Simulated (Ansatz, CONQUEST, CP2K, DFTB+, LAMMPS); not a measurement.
## Aqueous Cs+ and SO4 2-, 1.9 mol of salt per kg of water at 330 K (94 atoms): one structure in several programs

Aim: run aqueous Cs+ and SO4 2-, 1.9 mol of salt per kg of water at 330 K (94 atoms) in several programs and set results and cost side by side. A plane-wave run serves as the reference.

Method: Kohn-Sham DFT, PBE, PAW, plane waves, in Ansatz 0.2.0.

### 1. Set-up

The cell holds 94 atoms: 33 O, 1 S, 58 H and 2 Cs. Cell: a = 9.892 Å, b = 9.892 Å, c = 9.892 Å, α = 90.0°, β = 90.0°, γ = 90.0°. 29 H2O, 2 Cs+, 1 SO4 2- placed at random, at 1.52 g/cm³; overlaps pushed apart, then 10 ps at 420 K with Joung-Cheatham ions (J. Phys. Chem. B 112, 9020 (2008)); MMFF94 bonds, angles, torsions, charges and radii (Halgren, J. Comput. Chem. 17, 490 (1996)) in harmonic and 12-6 forms; SPC/E water (Berendsen, Grigera and Straatsma, J. Phys. Chem. 91, 6269 (1987)). Snapshot after 20 ps at 330 K and fixed volume.

### 2. Plane-wave reference

The PAW files are the set soft_2.

Contents of input.yaml:

```yaml
crystal:
  lattice:
    - [9.89209, 0.0, 0.0]
    - [0.0, 9.89209, 0.0]
    - [0.0, 0.0, 9.89209]
  atoms:
    - { symbol: O, position: [0.93122, 0.43642, 0.99971] }
    - { symbol: S, position: [0.99537, 0.35718, 0.10128] }
    - { symbol: O, position: [0.99844, 0.22213, 0.06218] }
    - { symbol: O, position: [0.13014, 0.41228, 0.12494] }
    [... 84 atom lines left out ...]
    - { symbol: H, position: [0.88032, 0.09771, 0.08424] }
    - { symbol: O, position: [0.41045, 0.14774, 0.59643] }
    - { symbol: H, position: [0.46192, 0.08871, 0.66034] }
    - { symbol: H, position: [0.38637, 0.09487, 0.5137] }
    - { symbol: Cs, position: [0.74127, 0.5869, 0.31844] }
    - { symbol: Cs, position: [0.11954, 0.56891, 0.85539] }
kpoints:
  mp_grid: { grid: [1, 1, 1] }
hamiltonian:
  xc: pbe
scf:
  occupations: { method: fermi_dirac, width: 0.05 }
output:
  forces: true
  eigenvalues: true
  populations: true
  stress: true
```

Run with:

```bash
$ ansatz run input.yaml --threads 4 --pin off --max-ram 8192MiB --backend cpu --events-out ev --progress --plain --runs-dir out
```

The program printed:

```text
[...]
Pseudopotentials: kind: paw
Pseudopotential: O, paw, valence charge 6, recommended cutoff 420 eV (normal), O.paw.azcp
Pseudopotential: S, paw, valence charge 6, recommended cutoff 420 eV (normal), S.paw.azcp
Pseudopotential: H, paw, valence charge 1, recommended cutoff 420 eV (normal), H.paw.azcp
Pseudopotential: Cs, paw, valence charge 9, recommended cutoff 420 eV (normal), Cs.paw.azcp
[... 5 lines on functional and potentials left out ...]
Crystal: 94 atoms, lattice volume = 967.975 Å³
Basis set: ecut = 420 eV, 18949 PW (Γ), exchange–correlation on 144×144×144 points (8 copies of the dense FFT grid, shifted against one another)
Bands: 234, of which v1, the nominal top of the filled ones, is band 140 counted from 1 (139 counted from 0)
Symmetry: 1 space group operations
Space group: P1 (ITA 1), of the structure as read, at distance tolerance 9.9e-5 Å
k-points: 1
[... 9 lines on functional and potentials left out ...]
Initial density: superposition of atomic densities (neutral atoms: chi_scale 0, normalization atom), corrected by the library's trained network
Initial wavefunctions: pseudopotential atomic-orbital guess
[...]
SCF iter   1: F=—  HF=-31902.631041 eV  |F-HF|=—  |Δ(HF+E_count)|=         —  Δρ=2.99e-3  dr2=8.63e-2  ethr=1.77e-3  ⟨swp⟩=6.0  Hψ=1102  notcnv=0  defer=56
preconditioner: auto → Resta (q_TF=auto, 2.219 Å⁻¹)  ε∞=2.3  [insulator: Δε(μ)=4.391 eV  Ē_g=17.489 eV  σ=0.050 eV  W_gap=1.00  n_scr=178 (ndim 8)  ℏωp=19.9 eV  f_vac=0.238  D(μ)=0.00/eV (n_scr^D=0)  ε∞_Penn≈2.3]
[...]
SCF iter   8: F=—  HF=-31902.561625 eV  |F-HF|=—  |Δ(HF+E_count)|=   3.24e-7  Δρ=5.21e-6  dr2=2.31e-7  ethr=3.52e-10  ⟨swp⟩=2.0  Hψ=285  notcnv=0  defer=87
SCF iter   9: F=-31902.561625 eV  HF=-31902.561625 eV  |F-HF|=4.77e-10  |Δ(HF+E_count)|=   2.50e-8  Δρ=1.49e-6  dr2=1.96e-8  ethr=3.57e-11  ⟨swp⟩=15.0  Hψ=1596  notcnv=0
SCF 1 converged in 9 iterations: F = -31902.561625 eV  dr2 = 1.96e-8
[...]
SCF converged after 9 iterations
Free energy (F): -31902.561625 eV
Harris-Foulkes:  -31902.561625 eV  (|F-HF|=4.77e-10)
Internal energy: -31902.561625 eV  (E = F + TS)
E sigma→0 (E₀):  -31902.561625 eV
Fermi energy:    0.942811 eV
--- Per-component energies (eV) ---
[...]
Σ components = -31902.561625   (vs F -31902.561625, Δ=0.00e0)
--- Forces (eV/Å), atoms counted from 1 ---
  atom   1  O     -2.24905029     1.84035834    -2.08513096
  atom   2  S      0.19518948     3.46273557     2.03886173
  atom   3  O      0.71721842    -6.42008880    -2.54199474
  atom   4  O      1.75409881     0.70596863     0.82893113
[...]
atom  94  Cs     0.92064894     0.53165594    -0.94390929
  max |Σ_I F_I| component: 7.20e-5 eV/Å
--- Stress (GPa, compression-positive) ---
        0.546520      -0.296729      -0.657794
       -0.296729       1.956838       0.327483
       -0.657795       0.327483       1.234984
  P = ⅓ Tr σ = 1.2461 GPa (12.461 kbar)
--- Band table (eV) ---
  k-point 0: bands = ["-25.8780", "-21.6776", "-21.1997", "-21.0256", [... 218 levels ...], "11.3985", "11.4569", "11.5026", "11.5554", "11.5864", "11.6861", "11.7470", "11.7619", "11.7978", "11.8645", "11.9458", "12.0003"]
--- Löwdin populations: 94 sites ---
  site symbol       q [e]
     0      O      6.8012
     1      S      3.4078
     2      O      6.7736
[...]
93     Cs      8.1192
  spilling = 0.011509 (of n_electrons = 280.000000)
```

The job ended after 6.6 s (4 threads of Intel Xeon 6975P-C (Granite Rapids), shared host; peak memory 1.2 GiB; 23 s of CPU time).

Reading the cycles: dr2 is the Hartree energy of the density residual (eV), the measure of convergence; HF is the Harris–Foulkes estimate of the energy, which meets the free energy F at convergence.

Read from the output:

* free energy: -31902.5616 eV
* free energy per atom: -339.3890 eV/atom
* SCF cycles: 9
* pressure: 1.246 GPa
* r.m.s. force component: 0.7625 eV/Å
* longest force: 6.942 eV/Å
* Fermi energy: 0.9428 eV
* gap (highest filled to lowest empty level): 4.313 eV
* spilling of the projection: 0.01151

Neighbours are counted within 1.21 Å (H-O), 3.63 Å (O-Cs), 1.88 Å (O-S).

Length of the force by element and coordination:

| element | coordination | atoms | mean length of the force (eV/Å) | spread | least | most |
| --- | --- | --- | --- | --- | --- | --- |
| Cs | all | 2 | 1.02 | 0.405 | 0.612 | 1.42 |
| Cs | 6 | 1 | 1.42 | 0 | 1.42 | 1.42 |
| Cs | 7 | 1 | 0.612 | 0 | 0.612 | 0.612 |
| H | all | 58 | 0.916 | 0.343 | 0.303 | 1.60 |
| O | all | 33 | 1.12 | 1.21 | 0.321 | 6.94 |
| O | 1 | 1 | 6.94 | 0 | 6.94 | 6.94 |
| O | 2 | 22 | 0.991 | 0.751 | 0.321 | 3.58 |
| O | 3 | 10 | 0.818 | 0.308 | 0.377 | 1.39 |
| S | all | 1 | 4.02 | 0 | 4.02 | 4.02 |

Löwdin charges by element and coordination (they lack the spilled electrons, 0.034 e an atom on average):

| element | coordination | atoms | mean charge (e) | spread | least | most |
| --- | --- | --- | --- | --- | --- | --- |
| Cs | all | 2 | 0.891 | 0.0102 | 0.881 | 0.901 |
| Cs | 6 | 1 | 0.881 | 0 | 0.881 | 0.881 |
| Cs | 7 | 1 | 0.901 | 0 | 0.901 | 0.901 |
| H | all | 58 | 0.384 | 0.0115 | 0.357 | 0.414 |
| O | all | 33 | -0.710 | 0.0333 | -0.801 | -0.667 |
| O | 1 | 1 | -0.774 | 0 | -0.774 | -0.774 |
| O | 2 | 22 | -0.707 | 0.0361 | -0.801 | -0.667 |
| O | 3 | 10 | -0.711 | 0.0188 | -0.738 | -0.687 |
| S | all | 1 | 2.59 | 0 | 2.59 | 2.59 |

The levels nearest the highest filled one (over half full), pooled over k-points and spins:

| level less the highest filled one (eV) | occupation |
| --- | --- |
| -0.322 | 2 |
| -0.28 | 2 |
| -0.190 | 2 |
| -0.137 | 2 |
| -0.0827 | 2 |
| 0 | 2 |
| 4.31 | 0 |
| 5.98 | 0 |
| 6.08 | 0 |
| 6.20 | 0 |
| 6.42 | 0 |
| 6.48 | 0 |

### 3. The ladder

The programs:
- CONQUEST 1.3: pseudo-atomic orbitals (double zeta with polarisation, or contracted to multi-site or on-site support functions) with norm-conserving potentials on an integration grid.
- CP2K 2026.2: Gaussian basis with GTH pseudopotentials and a plane-wave density; labels give functional, basis (MOLOPT sets; SR short-range, UZH the newer set with its own potentials), grid cutoff/relative cutoff and solver (OT: orbital transformation; TRS4, TC2, SIGN: linear-scaling purification with its sparsity filter), or its built-in tight binding.
- DFTB+ 25.1: tight binding, with Slater–Koster sets (DFTB) or xTB through its tblite library.

All use the same cell and atoms; the electronic-structure runs use the same k-mesh, and an electronic temperature of 580 K (0.05 eV) where levels are smeared.

Differences are against the plane-wave reference, forces as r.m.s. over components; share is that over the reference's r.m.s. force, slope the least-squares factor from reference forces to these. Total energies of different programs have different zeros and aren't compared.

| run | Δ force, r.m.s. (meV/Å) | share (%) | slope | Δ pressure (GPa) | Δ gap (eV) | cores | CPU time | memory (GiB) |
| --- | --- | --- | --- | --- | --- | --- | --- | --- |
| reference | - | - | - | - | - | 4 | 23 s | 1.2 |
| CONQUEST PBE, grid 120 Ha | 215 | 28.2 | 0.976 | 0.667 | 0.0356 | 4 | 6.5 min | 7.0 |
| CP2K PBE, DZVP-MOLOPT-SR, 600/30 Ry, OT DIIS (coarse) | 74.8 | 9.82 | 1.046 | 0.328 | 0.511 | 4 | 8 min | 2.6 |
| CP2K PBE, DZVP-MOLOPT-SR, 600/50 Ry, OT DIIS | 74.9 | 9.82 | 1.046 | 0.308 | 0.511 | 4 | 12 min | 2.6 |
| CP2K PBE, DZVP-MOLOPT-SR, 840/50 Ry, OT DIIS | 69.7 | 9.14 | 1.045 | 0.307 | 0.511 | 4 | 11 min | 3.6 |
| DFTB+ GFN1-xTB | 433 | 56.8 | 0.949 | -2.77 | 0.934 | 1 | 8.3 s | 0.29 |

Rows marked coarse were listed beforehand as settings not expected to be converged; some can still land near the reference.

CPU time is summed over cores on a shared host, where runs went side by side, so it is rough. Symmetry, cutoffs, thresholds, outputs and thread counts weren't matched or tuned between programs; memory under MPI is the largest rank's times the ranks.

Mean charges by element (e), by run and scheme:

| run | scheme | O | S | H | Cs |
| --- | --- | --- | --- | --- | --- |
| reference | Löwdin | -0.71 | +2.59 | +0.38 | +0.89 |
| CP2K PBE, DZVP-MOLOPT-SR, 600/50 Ry, OT DIIS | Mulliken | -0.34 | +0.72 | +0.15 | +0.91 |
| CP2K PBE, DZVP-MOLOPT-SR, 600/50 Ry, OT DIIS | Hirshfeld | -0.24 | +0.48 | +0.12 | +0.35 |
| CP2K PBE, DZVP-MOLOPT-SR, 840/50 Ry, OT DIIS | Mulliken | -0.34 | +0.72 | +0.15 | +0.91 |
| CP2K PBE, DZVP-MOLOPT-SR, 840/50 Ry, OT DIIS | Hirshfeld | -0.24 | +0.48 | +0.12 | +0.35 |
| DFTB+ GFN1-xTB | Mulliken | -0.69 | +0.65 | +0.36 | +0.48 |

The reference's Löwdin charges lack the electrons that the projection spills, 0.034 e an atom on average.

Within one program, basis, potentials and functional, energies share a zero. Each run against its twin at the usual cutoff or grid and solver:

| run | twin | Δ energy (meV/atom) | Δ force, r.m.s. (meV/Å) | CPU time over the twin's |
| --- | --- | --- | --- | --- |
| CP2K PBE, DZVP-MOLOPT-SR, 600/30 Ry, OT DIIS | DZVP-MOLOPT-SR, 600/50 Ry, OT DIIS | -0.189 | 1.93 | 0.69 |
| CP2K PBE, DZVP-MOLOPT-SR, 840/50 Ry, OT DIIS | DZVP-MOLOPT-SR, 600/50 Ry, OT DIIS | 0.0031 | 27.0 | 0.97 |

### 4. Summary of results

```
reference r.m.s. force component                       : 0.762 eV/Å
nearest in forces                                      : CP2K PBE, DZVP-MOLOPT-SR, 840/50 Ry, OT DIIS, 9.1 %
farthest in forces                                     : DFTB+ GFN1-xTB, 57 %
cheapest electronic-structure run beside the reference : DFTB+ GFN1-xTB, 8.3 s of CPU time
```

The PBE runs in local orbitals, coarse settings apart, differ by 9.1 % (CP2K PBE, DZVP-MOLOPT-SR, 840/50 Ry, OT DIIS) to 28 % (CONQUEST PBE, grid 120 Ha); basis, grid and potentials can all enter. Tight binding differs by 57 % (DFTB+ GFN1-xTB); it is another model, with fitted parameters of its own, and the xTB methods hold dispersion. Runs with settings chosen to be coarse differ by 9.8 % (CP2K PBE, DZVP-MOLOPT-SR, 600/30 Ry, OT DIIS), their programs' other errors included. One electronic-structure run takes under half the reference's CPU time: DFTB+ GFN1-xTB, at 57 % in 8.3 s against 23 s; its pressure misses by -2.8 GPa. In CONQUEST PBE, grid 120 Ha the difference has nearly one length on every H (0.32 eV/Å) and points along its bond, outwards: this method prefers longer bonds, and stiff bonds to hydrogen turn a small shift into a large force. At the same functional, gaps differ from the reference's 4.31 eV by between +0.04 and +0.51 eV. A likely cause of the wide gaps: compact atomic orbitals describe empty levels worse than filled ones. Charges hang on model, scheme and program or settings: among these rows the mean for S runs from +0.48 to +2.59 e. In the reference: filled and empty levels are parted by 4.31 eV (at Γ alone); a semilocal functional tends to put such gaps too low. In a disordered cell it changes from sample to sample and from frame to frame. In the reference: mean Löwdin charges: Cs +0.89, H +0.38, O -0.71, S +2.59 e (they miss 1.2 % of the electrons, so they add up to more than the cell's charge). Periodic xTB results under one method name differ between programs and library versions (DFTB+ here holds tblite 0.3). With short bonds to hydrogen, sets of potentials differ among themselves by several per cent in forces even at converged cutoffs, so the reference isn't exact here either. The network of contacts between molecules at the start is that of the classical potential that made the cell, and needn't be the one that DFT or experiment would give. The concentration wasn't checked against solubility and may exceed it. The reference's PBE has no dispersion term, which matters for the binding between molecules or layers. The density was typed from a rule of thumb and may lie off the real one at this temperature. The electronic-structure runs sample only Γ, in a cell whose shortest periodic width is 10 Å. Spin–orbit coupling is left out, which matters for the levels of the heavy elements.

[Also dropped from logs without a mark: logging warnings of Python, and SIESTA's first energy breakdown and zero terms.]

[Logs are printed without paths, hosts, clocks, repeated set-up lines and the standing remarks that a program may print on its own settings, such as how far it seeks lower states.]

[Hosts, paths, dates, database ids (printed as entryN), source tags and the programs' standing remarks are cut or masked in the printed files.]

[The MMFF94 radii named for the starting cell were scaled by 0.96; in molecules described by MMFF94, hydrogen bound to N, O or S took a small fixed 12-6 site in their place.]
